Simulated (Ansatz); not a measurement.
# Au wire along [110], 7 atoms a period: bands by functional and under strain, part 2 of 2

What gap, if any, does the Au wire along [110], 7 atoms a period have, and how does it change with the functional and under strain?

Ansatz 0.2.0; DFT PBE, plane waves, PAW; relaxation of a wire's period (the session's first sound run).

So far. Step 6 (Levels at the same atoms, level r2SCAN, cutoff 500 eV): Bands cross the Fermi level, as under PBE at the relaxed period. Step 7 (Two-component spinors): Bands cross the Fermi level, as under PBE at the relaxed period, with no moment.

## Step 8: At a strained period, period over the relaxed period 0.97, k-mesh 1×1×23 (continued)

Relaxation path:

```
step  energy less that of the first step (eV)  largest force component (eV/Å)
   1                                   0.0000                          0.2336
   2                                   0.0508                          0.3662
   3                                  -0.0221                          0.0220
   4                                  -0.0224                          0.0057
```

Relaxation step 2 was tried and not accepted.

Forces are held to the 8 operations that the run works with; a distortion that breaks them can't arise in this run.

The atoms that moved most (Å):

```
atom      dx      dy     dz  length
 Au6   0.040   0.010  0.000   0.041
 Au5   0.040  -0.010  0.000   0.041
 Au4  -0.040   0.010  0.000   0.041
 Au3  -0.040  -0.010  0.000   0.041
 Au7   0.000  -0.015  0.000   0.015
 Au1   0.000   0.015  0.000   0.015
```

The relaxed structure:

```xyz
7
Lattice="10.9600 0.0000 0.0000 0.0000 12.6830 0.0000 0.0000 0.0000 2.6687" Properties=species:S:1:pos:R:3
Au    5.4800    9.2666    0.0000
Au    5.4800    6.3415    0.0000
Au    3.3439    4.8812    1.3344
Au    3.3439    7.8018    1.3344
Au    7.6161    4.8812    1.3344
Au    7.6161    7.8018    1.3344
Au    5.4800    3.4164    0.0000
```

This step gave:

* energy at zero smearing: -92041.3316 eV

The electronic bands at the labelled points (eV, zero at the Fermi level):

```
  point  band 63  band 64  band 65  band 66  band 67  band 68  band 69  band 70
      Γ    -1.53    -1.48    -1.36    -1.30    -1.20    -1.18    -0.31     0.76
halfway    -1.95    -1.72    -1.67    -1.39     0.03     0.25     1.26     1.75
      Z    -1.06     1.58     1.85     1.85     2.72     2.72     3.57     4.12
```

Bands cross the Fermi level, as under PBE at the relaxed period.

## Step 9: At a strained period, period over the relaxed period 0.94, k-mesh 1×1×24

The period is set to 0.94 times the relaxed one and the atoms relax within it: strain changes bond lengths and angles, which shifts the bands against each other. Against the first PBE run of this kind, the mesh along the wire has 24 points against 30.

The cell differs from the one that the last finished run ended in (c 2.669 → 2.586 Å).

Contents of input.yaml:

```yaml
crystal:
  lattice:
    - [10.96, 0.0, 0.0]
    - [0.0, 12.683, 0.0]
    - [0.0, 0.0, 2.5861973709]
  atoms:
    - { symbol: Au, position: [0.5, 0.729439601, 0.0] }
    - { symbol: Au, position: [0.5, 0.5, 0.0] }
    - { symbol: Au, position: [0.308733061, 0.385639186, 0.5] }
    - { symbol: Au, position: [0.308733061, 0.614360814, 0.5] }
    - { symbol: Au, position: [0.691266939, 0.385639186, 0.5] }
    - { symbol: Au, position: [0.691266939, 0.614360814, 0.5] }
    - { symbol: Au, position: [0.5, 0.270560399, 0.0] }
kpoints:
  mp_grid: { grid: [1, 1, 24] }
  band_path: { path: ["Γ", Z], npoints: 50 }
scf:
  occupations: { method: fermi_dirac, width: 0.05 }
hamiltonian:
  xc: pbe
relax:
  max_steps: 40
  f_tol: 0.02
output:
  stress: true
```

Launch:

```sh
ansatz run input.yaml --threads 8 --pin off --max-ram 16384MiB --backend cpu --events-out ev --progress --plain --runs-dir out
```

Elapsed: 20 s, on 8 threads of Arm Neoverse V1, shared host; peak memory 1.6 GiB.

Relaxation path:

```
step  energy less that of the first step (eV)  largest force component (eV/Å)
   1                                   0.0000                          0.4651
   2                                   0.1146                          0.5279
   3                                  -0.0774                          0.0565
   4                                  -0.0796                          0.0127
```

Relaxation step 2 was tried and not accepted.

The run keeps the 8 symmetry operations that it works with, so distortions that break them were not tested.

The atoms that moved most (Å):

```
atom      dx      dy     dz  length
 Au4  -0.079   0.009  0.000   0.080
 Au3  -0.079  -0.009  0.000   0.080
 Au6   0.079   0.009  0.000   0.080
 Au5   0.079  -0.009  0.000   0.080
 Au1   0.000   0.019  0.000   0.019
 Au7   0.000  -0.019  0.000   0.019
```

Final coordinates:

```cif
data_structure
_symmetry_space_group_name_H-M 'P 1'
_symmetry_Int_Tables_number 1
_cell_length_a 10.9600
_cell_length_b 12.6830
_cell_length_c 2.5862
_cell_angle_alpha 90.000
_cell_angle_beta 90.000
_cell_angle_gamma 90.000
_cell_volume 359.50
loop_
_atom_site_label
_atom_site_type_symbol
_atom_site_fract_x
_atom_site_fract_y
_atom_site_fract_z
_atom_site_occupancy
Au1 Au 0.50000 0.73096 0.00000 1
Au2 Au 0.50000 0.50000 0.00000 1
Au3 Au 0.30152 0.38494 0.50000 1
Au4 Au 0.30152 0.61506 0.50000 1
Au5 Au 0.69848 0.38494 0.50000 1
Au6 Au 0.69848 0.61506 0.50000 1
Au7 Au 0.50000 0.26904 0.00000 1
```

Numbers from this step:

```
energy at zero smearing : -92040.9616 eV
```

Bands cross the Fermi level, as under PBE at the relaxed period.

## Step 10: The same system on other settings

This step: DFT LDA, plane waves, PAW; bands of a perfect wire at the PBE geometry; changed: scf.occupations.method = "gaussian", scf.occupations.width = 0.01, basis.ecutwfc = "29.4 Ry" (Ansatz 0.2.0).

The atoms of the band run (LDA) are kept and the input is varied, to see whether the result depends on it.

Edit input.yaml of step 9 so:

```diff
@@ -4,3 +4,3 @@
     - [0.0, 12.683, 0.0]
-    - [0.0, 0.0, 2.5861973709]
+    - [0.0, 0.0, 2.7512737988]
   atoms:
@@ -14,12 +14,9 @@
 kpoints:
-  mp_grid: { grid: [1, 1, 24] }
+  mp_grid: { grid: [1, 1, 22] }
   band_path: { path: ["Γ", Z], npoints: 50 }
 scf:
-  occupations: { method: fermi_dirac, width: 0.05 }
+  occupations: { method: gaussian, width: 0.01 }
 hamiltonian:
-  xc: pbe
-relax:
-  max_steps: 40
-  f_tol: 0.02
-output:
-  stress: true
+  xc: lda
+basis:
+  ecutwfc: "29.4 Ry"
```

It took 10 s on 8 threads; peak memory 1.5 GiB.

This step gave:

```
energy at zero smearing : -90048.6457 eV
```

It took 10 s against 11 s for the run it varies.

Against step 4 (now cutoff 400.007 eV, occupations Gaussian and smearing width 0.01 eV), the free energy moves by +1.9 meV an atom.

## Step 11: A varied input

This step: DFT LDA, plane waves, PAW; bands of a perfect wire at the PBE geometry; changed: scf.occupations.width = null, scf.occupations.method = "tetrahedron", kpoints.mp_grid.shift = [0.0, 0.0, 0.5] (Ansatz 0.2.0).

Edit input.yaml of step 10 so:

```diff
@@ -14,9 +14,7 @@
 kpoints:
-  mp_grid: { grid: [1, 1, 22] }
+  mp_grid: { grid: [1, 1, 22], shift: [0.0, 0.0, 0.5] }
   band_path: { path: ["Γ", Z], npoints: 50 }
 scf:
-  occupations: { method: gaussian, width: 0.01 }
+  occupations: { method: tetrahedron }
 hamiltonian:
   xc: lda
-basis:
-  ecutwfc: "29.4 Ry"
```

It took 9.9 s on 8 threads; peak memory 1.6 GiB; 76 s of CPU time.

It took 9.9 s against 11 s for the run it varies.

## Step 12: Outcome

```
cell length, PBE           : 2.751 Å
conductance, PBE           : 6.00 G₀
gap, period scaled by 0.97 : none
gap, period scaled by 0.94 : none
```

In words: Under PBE the cell's length is 2.75 Å, and it is a metal with 6 channels a spin next to the Fermi level, 6.00 G₀ at 300 K. A perfect wire passes every open channel, so the conductance counts half a G₀ for each forward-moving state at the Fermi level, spin by spin. Transport is coherent and elastic here: the atoms are frozen, so scattering by vibrations plays no part.

[Logs are printed without paths, hosts, clocks, repeated set-up lines and the standing remarks that a program may print on its own settings, such as how far it seeks lower states.]

[Hosts, paths, dates, database ids (printed as entryN), source tags and the programs' standing remarks are cut or masked in the printed files.]
